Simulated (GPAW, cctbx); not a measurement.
## By hand: from a DFT structure factor to an extinction distance in Hg2Pb

Hg2Pb, P6/mmm (no. 191), a = 5.3001 Å, b = 5.3001 Å, c = 3.3790 Å, α = 90.00°, β = 90.00°, γ = 120.00°.

```
atom  mult.    x    y    z
 Pb1      1    0    0    0
 Hg1      2  2/3  1/3  1/2
```

The start was made by putting kin elements into a known structure type; the compound need not exist, or be stable, in this form.

A DFT run (GPAW, PBE, 450 eV, 7×5×5 k-points (along the axes of the calculation cell), Fermi–Dirac width 0.1 eV) gives the static X-ray structure factor of 001 as 70.870 e for the conventional cell; superposed free atoms give 70.940 e. **Problem.** Find the Fourier component V of the crystal potential and the two-beam extinction distance at 120 kV in both cases.

## Step 1: Geometry

The cell volume is Ω = 82.20 Å³ and d(001) = 3.3790 Å, so g = 1/d = 0.2959 Å⁻¹.

## Step 2: The nuclei

Electrons feel nuclei as well as electrons, so the nuclear charges are summed with the same phases.

Phase sums Σ exp(2πi h·x), turned so that the total is real and positive: Pb -1.000, Hg +2.000. Then F_Z = 82 × (-1.000) + 80 × (+2.000) = 78.00 e. The electron term has the same sign for this reflection.

## Step 3: Mott–Bethe

Poisson's equation, term by term, gives V = (e/4πε₀)(F_Z − F)/(πΩg²), with e/4πε₀ = 14.3996 V Å.

The prefactor is 14.3996 × 3.3790²/(π × 82.20) = 0.63663 V per electron. Free atoms: (78.00 − 70.940) × 0.63663 = 4.495 V. Crystal: (78.00 − 70.870) × 0.63663 = 4.539 V. F changes by -0.10 % and V by +1.0 %: the same 0.07 e is measured against F_Z − F = 7.1 e in place of F = 70.9 e.

## Step 4: Extinction distance

In the two-beam case ξ = 1/(λU) with U = 2γm₀eV/h², that is ξ = 150.41 V Å²/(γλV).

At 120 kV, λ = 0.03349 Å and γ = 1.2348. Free atoms: ξ = 809 Å. Crystal: ξ = 801 Å. The thickness fringes go as sin²(πt/ξ), so the two patterns slip by a quarter of a period when t|1/ξ₁ − 1/ξ₀| = 1/4, at t ≈ 2040 nm, thicker than usual samples. Thermal motion, absorption and many-beam coupling, left out here, change a real pattern.

## Step 5: Answer

V(001) is 4.54 V against 4.49 V, and ξ is 801 against 809 Å. Limits: static atoms, two beams.

[Outputs are excerpts: Python notices, other lines and further rows are left out; steps that failed or that the build refused (PBEsol, TPSS) are not shown.]

[Logs are printed without paths, hosts, clocks, repeated set-up lines and the standing remarks that a program may print on its own settings, such as how far it seeks lower states.]
